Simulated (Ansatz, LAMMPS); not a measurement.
# Squeezing and shearing amorphous 50SiO2-50GeO2 (mol %) (96 atoms), part 2 of 3

Aim: relax amorphous 50SiO2-50GeO2 (mol %) (96 atoms), then change its volume and shape to read moduli from the stress.

Ansatz 0.2.0; Kohn-Sham DFT, PBE, PAW (set soft_2), plane waves.

The cell: 16 Si, 16 Ge and 64 O. The quench rate of 50 K/ps is many orders above laboratory rates. The network of bonds at the start is that of the classical potential that made the cell. Only the Γ point is sampled.

So far. Step 2 (Single point at the start): The r.m.s. force at the start is 0.75 eV/Å. Step 3 (Cell and atoms relaxed): The relaxation converged after 12 steps, with a largest force component of 0.0097 eV/Å.

### 4. Single point at the relaxed geometry

The electronic structure is read at the final geometry, in a run of its own.

File input.yaml:

```yaml
crystal:
  lattice:
    - [10.97886, -0.15595, -0.0971]
    - [-0.15595, 11.0758, -0.14614]
    - [-0.0971, -0.14614, 11.50087]
  atoms:
    - { symbol: Si, position: [0.49539, 0.23534, 0.64042] }
    - { symbol: Si, position: [0.45469, 0.15463, 0.89404] }
    - { symbol: Si, position: [0.82764, 0.1186, 0.68593] }
    - { symbol: Si, position: [0.22315, 0.96265, 0.22159] }
    - { symbol: Si, position: [0.71903, 0.88687, 0.73157] }
    - { symbol: Si, position: [0.1036, 0.84214, 0.43714] }
    [... 84 atom lines left out ...]
    - { symbol: O, position: [0.69945, 0.40914, 0.866] }
    - { symbol: O, position: [0.43805, 0.26449, 0.34331] }
    - { symbol: O, position: [0.5279, 0.55477, 0.2667] }
    - { symbol: O, position: [0.95526, 0.81976, 0.43204] }
    - { symbol: O, position: [0.52414, 0.57202, 0.82944] }
    - { symbol: O, position: [0.62471, 0.60661, 0.07556] }
kpoints:
  mp_grid: { grid: [1, 1, 1] }
hamiltonian:
  xc: pbe
scf:
  occupations: { method: fixed }
output:
  forces: true
  stress: true
  populations: true
  dos:
    method: { smearing: { sigma: 0.1 } }
    de: 0.1
    projected: { site_lists: { Ge: [Ge], O: [O], Si: [Si] } }
  eigenvalues: true
  write_density: true
  write_potential: true
  volumetric_format: npy
  elf: true
```

Run with:

```bash
$ ansatz run input.yaml --threads 4 --pin off --max-ram 8192MiB --backend cpu --events-out ev --progress --plain --runs-dir out
```

Numbers of over 12 decimals in the logs are rounded to 6 here.

The log of the run:

```text
[...]
Crystal: 96 atoms, lattice volume = 1397.879 Å³
Basis set: ecut = 420 eV, 27375 PW (Γ), exchange–correlation on 150×150×160 points (8 copies of the dense FFT grid, shifted against one another)
Bands: 432, of which v1, the nominal top of the filled ones, is band 336 counted from 1 (335 counted from 0)
Symmetry: 1 space group operations
[...]
k-points: 1
[...]
SCF iter   1: F=—  HF=-115252.240181 eV  |F-HF|=—  |Δ(HF+E_count)|=         —  Δρ=2.23e-3  dr2=8.01e-2  ethr=1.77e-3  ⟨swp⟩=4.0  Hψ=1673  notcnv=0  defer=94
[...]
SCF iter   9: F=-115252.238313 eV  HF=-115252.238313 eV  |F-HF|=5.24e-9  |Δ(HF+E_count)|=   6.00e-8  Δρ=1.84e-6  dr2=4.33e-8  ethr=1.49e-11  ⟨swp⟩=17.0  Hψ=3502  notcnv=0
SCF 1 converged in 9 iterations: F = -115252.238313 eV  dr2 = 4.33e-8
[...]
WARN: The input density's exchange-correlation potential varies sharply where the density is thin. Do not read a vacuum level from v_tot or v_xc, or from such a field of the output density. On a cell that repeats whose density bears no net charge and no dipole along the vacuum's axis use v_es (v_loc + v_h of the components); [...]
SCF converged after 9 iterations
Free energy (F): -115252.238313 eV
[...]
Internal energy: -115252.238313 eV  (E = F + TS)
E sigma→0 (E₀):  -115252.238313 eV
Fermi energy:    2.398718 eV
[...]
--- Forces (eV/Å), atoms counted from 1 ---
  atom   1  Si    -0.00225656     0.00215483    -0.00005509
  atom   2  Si     0.00327795     0.00502576    -0.00333103
  atom   3  Si    -0.00303274     0.00897129     0.00074681
  atom   4  Si    -0.00353386     0.00388073     0.00676403
  atom   5  Si     0.00123255     0.00408803    -0.01061479
  atom   6  Si    -0.00189154    -0.00154081     0.00308783
  atom   7  Si    -0.00266736    -0.00206842     0.00304721
  atom   8  Si     0.00050231    -0.00145519    -0.00433094
  atom   9  Si    -0.00355782    -0.00162336     0.00448484
  atom  10  Si     0.00234238     0.00428480    -0.00621126
  atom  11  Si    -0.00093920    -0.00571727     0.00875450
  atom  12  Si     0.00193322    -0.00444233    -0.00358629
  atom  13  Si    -0.00161218    -0.00233665    -0.00809908
  atom  14  Si     0.00391865     0.00649160     0.00244536
[...]
atom  95  O     -0.00105180     0.00170813     0.00023327
  atom  96  O     -0.00179240     0.00156372     0.00112200
  max |Σ_I F_I| component: 5.29e-5 eV/Å
--- Stress (GPa, compression-positive) ---
       -0.037392      -0.001239      -0.009981
       -0.001239      -0.030823      -0.013860
       -0.009980      -0.013860       0.001988
  P = ⅓ Tr σ = -0.0221 GPa (-0.221 kbar)
--- Band table (eV) ---
[...]
--- Löwdin populations: 96 sites ---
  site symbol       q [e]
     0     Si      2.2319
     1     Si      2.2564
     2     Si      2.2296
[...]
95      O      6.7732
  spilling = 0.008519 (of n_electrons = 672.000000)
```

Wall time 30 s (4 threads of Arm Neoverse V1, shared host); peak memory 1.9 GiB; 1.9 min of CPU time.

The program notes that the exchange-correlation potential is rough where the density is thin.

Read from the output:

```yaml
free_energy: -115252.2383 eV
free_energy_per_atom: -1200.5441 eV/atom
scf_cycles: 9
pressure: -0.02208 GPa
r_m_s_force_component: 0.00335 eV/Å
longest_force: 0.01587 eV/Å
fermi_energy: 2.399 eV
spacing_of_highest_filled_and_lowest_empty_level: 3.324 eV
spilling_of_the_projection: 0.008519
```

### 5. Volume -3 %

The relaxed cell is scaled evenly and the atoms are relaxed again; the stress at the end gives one point of P(V).

input.yaml, the sections that differ from step 4:

```yaml
crystal:
  lattice:
    - [10.86795, -0.15437, -0.09612]
    - [-0.15437, 10.96392, -0.14466]
    - [-0.09612, -0.14466, 11.38469]
  atoms:
    [... the 96 atom lines of step 4 ...]
output:
  forces: true
  eigenvalues: true
  stress: true
relax:
  f_tol: 0.05
  max_steps: 70
# kpoints, hamiltonian, scf: as in step 4
```

The log of the run:

```text
Warning: output.stress: scf.convergence.dr2_threshold = 1e-7 eV (the SCF's general default) is looser than the 9.6e-9 eV advised for a printed stress (1e-10 eV for each atom of the cell: 96). What an SCF threshold leaves in a stress goes as its square root, and in the free energy as the threshold itself, and one threshold admits the most on a small cell: [...]
[...]
Crystal: 96 atoms, lattice volume = 1355.942 Å³
Basis set: ecut = 420 eV, 26477 PW (Γ), exchange–correlation on 150×150×160 points (8 copies of the dense FFT grid, shifted against one another)
Bands: 432, of which v1, the nominal top of the filled ones, is band 336 counted from 1 (335 counted from 0)
Symmetry: 1 space group operations
[...]
k-points: 1
[...]
SCF iter   1: F=—  HF=-115251.606632 eV  |F-HF|=—  |Δ(HF+E_count)|=         —  Δρ=2.18e-3  dr2=7.23e-2  ethr=1.77e-3  ⟨swp⟩=4.0  Hψ=1675  notcnv=0  defer=94
[...]
SCF iter   6: F=-115251.608241 eV  HF=-115251.608240 eV  |F-HF|=3.32e-7  |Δ(HF+E_count)|=   1.31e-5  Δρ=2.28e-5  dr2=6.28e-6  ethr=9.30e-9  ⟨swp⟩=13.0  Hψ=2229  notcnv=0
SCF 1 converged in 6 iterations: F = -115251.608241 eV  dr2 = 6.28e-6
[...]
relax step   1: F+E_penalty+E_count = -115251.60824068 eV  Δ(F+E_penalty+E_count) = +0.000e0 eV  max|allowed force component| = 5.599e-1 eV/Å  Δτ_max = 0.0000 Å  (6 SCF iters, dr2 threshold 6.25e-5 eV, accepted)
[...]
relax step   2: F+E_penalty+E_count = -115251.85346646 eV  Δ(F+E_penalty+E_count) = -2.452e-1 eV  max|allowed force component| = 3.316e-1 eV/Å  Δτ_max = 0.0420 Å  (6 SCF iters, dr2 threshold 1.96e-5 eV, accepted)
[...]
relax step   3: F+E_penalty+E_count = -115251.99589326 eV  Δ(F+E_penalty+E_count) = -1.424e-1 eV  max|allowed force component| = 1.282e-1 eV/Å  Δτ_max = 0.0532 Å  (7 SCF iters, dr2 threshold 6.87e-6 eV, accepted)
relax step   4: F+E_penalty+E_count = -115252.03946213 eV  Δ(F+E_penalty+E_count) = -4.357e-2 eV  max|allowed force component| = 1.259e-1 eV/Å  Δτ_max = 0.2000 Å  (10 SCF iters, accepted)
[...]
relax step   5: F+E_penalty+E_count = -115252.04942176 eV  Δ(F+E_penalty+E_count) = -9.960e-3 eV  max|allowed force component| = 4.564e-2 eV/Å  Δτ_max = 0.0613 Å  (8 SCF iters, accepted)
SCF converged after 8 iterations
Free energy (F): -115252.049422 eV
[...]
Internal energy: -115252.049422 eV  (E = F + TS)
E sigma→0 (E₀):  -115252.049422 eV
Fermi energy:    2.688802 eV
[...]
--- Forces (eV/Å), atoms counted from 1 ---
  atom   1  Si    -0.01028326    -0.00238980     0.03190941
  atom   2  Si     0.00282756    -0.00353174    -0.00049781
  atom   3  Si     0.01032118     0.01996888     0.01352527
  atom   4  Si     0.01790718     0.00643057     0.03386038
  atom   5  Si    -0.02337528    -0.01456743     0.01510765
  atom   6  Si     0.01316591    -0.01712836     0.04262127
  atom   7  Si     0.01480230    -0.01492602    -0.00517275
  atom   8  Si    -0.00113718    -0.01264170     0.00960481
  atom   9  Si    -0.01846779    -0.02361269     0.00074882
  atom  10  Si    -0.01431977    -0.00883461    -0.00150322
  atom  11  Si    -0.01864932     0.02136363    -0.00460697
  atom  12  Si    -0.01013245    -0.01635463     0.00079752
  atom  13  Si     0.01858245     0.02631073     0.00012319
  atom  14  Si    -0.00255207     0.01567349    -0.01223281
[...]
atom  95  O     -0.00056130    -0.00567998    -0.00278011
  atom  96  O     -0.00570258     0.00596574    -0.00882323
  max |Σ_I F_I| component: 1.00e-4 eV/Å
--- Stress (GPa, compression-positive) ---
        1.368988      -0.003871      -0.143847
       -0.003870       1.510826      -0.026070
       -0.143846      -0.026070       1.334253
  P = ⅓ Tr σ = 1.4047 GPa (14.047 kbar)
--- Band table (eV) ---
[...]
--- Relaxed structure (5 steps of the walk, 5 accepted, 0 SCFs on fresh bases) ---
  F+E_penalty+E_count = -115252.04942176 eV   max|allowed force component| = 4.564e-2 eV/Å
  atoms:
    - { symbol: Si, position: [0.494782, 0.234736, 0.639806] }
    - { symbol: Si, position: [0.453058, 0.153156, 0.893534] }
    - { symbol: Si, position: [0.825616, 0.117374, 0.680917] }
    - { symbol: Si, position: [0.227376, 0.964427, 0.223260] }
[...]
- { symbol: O, position: [0.623096, 0.606920, 0.071898] }
```

It took 1.7 min on 4 threads; peak memory 1.9 GiB; 6.7 min of CPU time.

The program notes that the SCF threshold is loose for the stress.

The relaxation converged after 5 steps, 0.441 eV below its start, with a largest force component of 0.046 eV/Å.

Volume -3 %: the energy stands 0.189 eV above that of the reference, at a pressure of 1.40 GPa.

### 6. Volume +3 %

The relaxed cell is scaled to another volume.

Input and log are left out; they have the form of those shown for this kind of step.

It took 2.4 min on 4 threads of Arm Neoverse V1, shared host; peak memory 2 GiB.

The relaxation converged after 7 steps, 0.376 eV below its start, with a largest force component of 0.021 eV/Å.

Volume +3 %: the energy stands 0.192 eV above that of the reference, at a pressure of -1.39 GPa.

### 7. Volume -6 %

The relaxed cell is scaled to another volume.

input.yaml, the sections that differ from step 5:

```yaml
crystal:
  lattice:
    - [10.75474, -0.15277, -0.09512]
    - [-0.15277, 10.8497, -0.14316]
    - [-0.09512, -0.14316, 11.26609]
  atoms:
    [... the 96 atom lines of step 4 ...]
# kpoints, hamiltonian, scf, output, relax: as in step 5
```

The log of the run:

```text
[...]
Crystal: 96 atoms, lattice volume = 1314.006 Å³
Basis set: ecut = 420 eV, 25643 PW (Γ), exchange–correlation on 144×150×160 points (8 copies of the dense FFT grid, shifted against one another)
Bands: 432, of which v1, the nominal top of the filled ones, is band 336 counted from 1 (335 counted from 0)
Symmetry: 1 space group operations
[...]
k-points: 1
[...]
SCF iter   1: F=—  HF=-115249.601151 eV  |F-HF|=—  |Δ(HF+E_count)|=         —  Δρ=2.15e-3  dr2=6.68e-2  ethr=1.77e-3  ⟨swp⟩=4.0  Hψ=1602  notcnv=0  defer=94
[...]
SCF iter   5: F=—  HF=-115249.608274 eV  |F-HF|=—  |Δ(HF+E_count)|=   1.69e-5  Δρ=8.22e-5  dr2=7.60e-5  ethr=3.95e-8  ⟨swp⟩=2.0  Hψ=615  notcnv=0  defer=94
SCF iter   6: F=-115249.608267 eV  HF=-115249.608266 eV  |F-HF|=3.94e-7  |Δ(HF+E_count)|=   7.33e-6  Δρ=2.11e-5  dr2=5.11e-6  ethr=9.30e-9  ⟨swp⟩=13.0  Hψ=2138  notcnv=0
SCF 1 converged in 6 iterations: F = -115249.608267 eV  dr2 = 5.11e-6
[...]
relax step   1: F+E_penalty+E_count = -115249.60826686 eV  Δ(F+E_penalty+E_count) = +0.000e0 eV  max|allowed force component| = 1.192e0 eV/Å  Δτ_max = 0.0000 Å  (6 SCF iters, dr2 threshold 6.25e-5 eV, accepted)
[...]
relax step   2: F+E_penalty+E_count = -115250.64138113 eV  Δ(F+E_penalty+E_count) = -1.033e0 eV  max|allowed force component| = 7.022e-1 eV/Å  Δτ_max = 0.0815 Å  (6 SCF iters, dr2 threshold 8.88e-5 eV, accepted)
[...]
relax step   3: F+E_penalty+E_count = -115251.25258822 eV  Δ(F+E_penalty+E_count) = -6.112e-1 eV  max|allowed force component| = 2.888e-1 eV/Å  Δτ_max = 0.1116 Å  (7 SCF iters, dr2 threshold 3.08e-5 eV, accepted)
relax step   4: F+E_penalty+E_count = -115251.43490908 eV  Δ(F+E_penalty+E_count) = -1.823e-1 eV  max|allowed force component| = 2.135e-1 eV/Å  Δτ_max = 0.2000 Å  (8 SCF iters, dr2 threshold 1.41e-5 eV, accepted)
relax step   5: F+E_penalty+E_count = -115251.47787173 eV  Δ(F+E_penalty+E_count) = -4.296e-2 eV  max|allowed force component| = 9.889e-2 eV/Å  Δτ_max = 0.1690 Å  (7 SCF iters, dr2 threshold 7.71e-6 eV, accepted)
[...]
relax step   6: F+E_penalty+E_count = -115251.48537776 eV  Δ(F+E_penalty+E_count) = -7.506e-3 eV  max|allowed force component| = 4.232e-2 eV/Å  Δτ_max = 0.0654 Å  (8 SCF iters, accepted)
SCF converged after 8 iterations
Free energy (F): -115251.485378 eV
[...]
Internal energy: -115251.485378 eV  (E = F + TS)
E sigma→0 (E₀):  -115251.485378 eV
Fermi energy:    3.016372 eV
[...]
Σ components = -115251.485378   (vs F -115251.485378, Δ=0.00e0)
--- Forces (eV/Å), atoms counted from 1 ---
  atom   1  Si     0.00579399    -0.00543945    -0.00000778
  atom   2  Si    -0.01690435    -0.00257853    -0.00979110
  atom   3  Si    -0.00850520    -0.00201260    -0.01028154
  atom   4  Si    -0.00399970    -0.00740984    -0.02059830
[...]
atom  96  O     -0.01266533    -0.00794603    -0.00062219
  max |Σ_I F_I| component: 6.63e-5 eV/Å
--- Stress (GPa, compression-positive) ---
        2.907390       0.007308      -0.329905
        0.007309       3.163846      -0.104540
       -0.329904      -0.104541       2.815863
  P = ⅓ Tr σ = 2.9624 GPa (29.624 kbar)
--- Band table (eV) ---
[...]
--- Relaxed structure (6 steps of the walk, 6 accepted, 0 SCFs on fresh bases) ---
  F+E_penalty+E_count = -115251.48537776 eV   max|allowed force component| = 4.232e-2 eV/Å
  atoms:
    - { symbol: Si, position: [0.493793, 0.233735, 0.639439] }
    - { symbol: Si, position: [0.451008, 0.151290, 0.893044] }
    - { symbol: Si, position: [0.823389, 0.115833, 0.674954] }
    - { symbol: Si, position: [0.231329, 0.965717, 0.225438] }
[...]
- { symbol: O, position: [0.623051, 0.605941, 0.068694] }
```

Elapsed: 2.1 min, on 4 threads; peak memory 1.8 GiB; 8.2 min of CPU time.

The relaxation converged after 6 steps, 1.88 eV below its start, with a largest force component of 0.042 eV/Å.

Volume -6 %: the energy stands 0.753 eV above that of the reference, at a pressure of 2.96 GPa.

### 8. Volume +6 %

The relaxed cell is scaled to another volume.

Input and log are left out; they have the form of those shown for this kind of step.

The job ended after 2.4 min (4 threads of Arm Neoverse V1, shared host; peak memory 2 GiB; 9.1 min of CPU time).

The relaxation converged after 7 steps, 1.40 eV below its start, with a largest force component of 0.022 eV/Å.

Volume +6 %: the energy stands 0.724 eV above that of the reference, at a pressure of -2.68 GPa.

### 9. Volume -10 %

The relaxed cell is scaled to another volume.

Input and log are left out; they have the form of those shown for this kind of step.

It took 2.8 min on 4 threads of Arm Neoverse V1, shared host; peak memory 1.7 GiB; 11 min of CPU time.

The relaxation converged after 8 steps, 5.70 eV below its start, with a largest force component of 0.027 eV/Å.

Volume -10 %: the energy stands 2.16 eV above that of the reference, at a pressure of 5.24 GPa.

### 10. Stretched by 1 % along x

The relaxed cell is strained along x alone, which gives the stiffness along x and its coupling to y and z.

input.yaml, the sections that differ from step 7:

```yaml
crystal:
  lattice:
    - [11.08865, -0.15595, -0.0971]
    - [-0.15751, 11.0758, -0.14614]
    - [-0.09807, -0.14614, 11.50087]
  atoms:
    [... the 96 atom lines of step 4 ...]
# kpoints, hamiltonian, scf, output, relax: as in step 7
```

The log of the run:

```text
[...]
Crystal: 96 atoms, lattice volume = 1411.858 Å³
Basis set: ecut = 420 eV, 27607 PW (Γ), exchange–correlation on 150×150×160 points (8 copies of the dense FFT grid, shifted against one another)
Bands: 432, of which v1, the nominal top of the filled ones, is band 336 counted from 1 (335 counted from 0)
Symmetry: 1 space group operations
[...]
k-points: 1
[...]
SCF iter   1: F=—  HF=-115252.105467 eV  |F-HF|=—  |Δ(HF+E_count)|=         —  Δρ=2.26e-3  dr2=8.28e-2  ethr=1.77e-3  ⟨swp⟩=4.0  Hψ=1673  notcnv=0  defer=94
[...]
SCF iter   5: F=—  HF=-115252.102847 eV  |F-HF|=—  |Δ(HF+E_count)|=   1.16e-5  Δρ=1.03e-4  dr2=1.34e-4  ethr=5.99e-8  ⟨swp⟩=2.0  Hψ=677  notcnv=0  defer=94
SCF iter   6: F=-115252.102827 eV  HF=-115252.102827 eV  |F-HF|=7.96e-8  |Δ(HF+E_count)|=   1.99e-5  Δρ=2.58e-5  dr2=8.47e-6  ethr=9.30e-9  ⟨swp⟩=11.0  Hψ=2361  notcnv=0
SCF 1 converged in 6 iterations: F = -115252.102827 eV  dr2 = 8.47e-6
[...]
relax step   1: F+E_penalty+E_count = -115252.10282676 eV  Δ(F+E_penalty+E_count) = +0.000e0 eV  max|allowed force component| = 3.191e-1 eV/Å  Δτ_max = 0.0000 Å  (6 SCF iters, dr2 threshold 6.25e-5 eV, accepted)
[...]
relax step   2: F+E_penalty+E_count = -115252.15678039 eV  Δ(F+E_penalty+E_count) = -5.395e-2 eV  max|allowed force component| = 1.917e-1 eV/Å  Δτ_max = 0.0191 Å  (6 SCF iters, dr2 threshold 6.36e-6 eV, accepted)
[...]
relax step   3: F+E_penalty+E_count = -115252.18251843 eV  Δ(F+E_penalty+E_count) = -2.574e-2 eV  max|allowed force component| = 5.993e-2 eV/Å  Δτ_max = 0.0213 Å  (8 SCF iters, accepted)
[...]
relax step   4: F+E_penalty+E_count = -115252.18977547 eV  Δ(F+E_penalty+E_count) = -7.257e-3 eV  max|allowed force component| = 2.950e-2 eV/Å  Δτ_max = 0.0390 Å  (8 SCF iters, accepted)
SCF converged after 8 iterations
Free energy (F): -115252.189775 eV
[...]
Internal energy: -115252.189775 eV  (E = F + TS)
E sigma→0 (E₀):  -115252.189775 eV
Fermi energy:    2.314587 eV
[...]
Σ components = -115252.189775   (vs F -115252.189775, Δ=0.00e0)
--- Forces (eV/Å), atoms counted from 1 ---
  atom   1  Si    -0.00621599    -0.00767314     0.00106537
  atom   2  Si     0.00897642    -0.00372809     0.00806540
  atom   3  Si     0.00794076     0.00884550     0.00626411
  atom   4  Si    -0.00544515     0.00182378     0.00352887
[...]
atom  96  O      0.00200900    -0.00160088     0.00224014
  max |Σ_I F_I| component: 6.32e-5 eV/Å
--- Stress (GPa, compression-positive) ---
       -0.931376      -0.055055       0.017101
       -0.055054      -0.334599       0.018850
        0.017103       0.018850      -0.199315
  P = ⅓ Tr σ = -0.4884 GPa (-4.884 kbar)
--- Band table (eV) ---
[...]
--- Relaxed structure (4 steps of the walk, 4 accepted, 0 SCFs on fresh bases) ---
  F+E_penalty+E_count = -115252.18977547 eV   max|allowed force component| = 2.950e-2 eV/Å
  atoms:
    - { symbol: Si, position: [0.495086, 0.235276, 0.640884] }
    - { symbol: Si, position: [0.454344, 0.154426, 0.894329] }
    - { symbol: Si, position: [0.828745, 0.118959, 0.687970] }
    - { symbol: Si, position: [0.220838, 0.961784, 0.221266] }
[...]
- { symbol: O, position: [0.624757, 0.606620, 0.076124] }
```

It took 89 s on 4 threads; peak memory 1.9 GiB.

The relaxation converged after 4 steps, 0.0869 eV below its start, with a largest force component of 0.029 eV/Å.

Stretched by 1 % along x: the energy stands 0.0485 eV above that of the reference, at a pressure of -0.488 GPa.

(Continued in part 3 of 3.)

[Logs are printed without paths, hosts, clocks, repeated set-up lines and the standing remarks that a program may print on its own settings, such as how far it seeks lower states.]

[Hosts, paths, dates, database ids (printed as entryN), source tags and the programs' standing remarks are cut or masked in the printed files.]
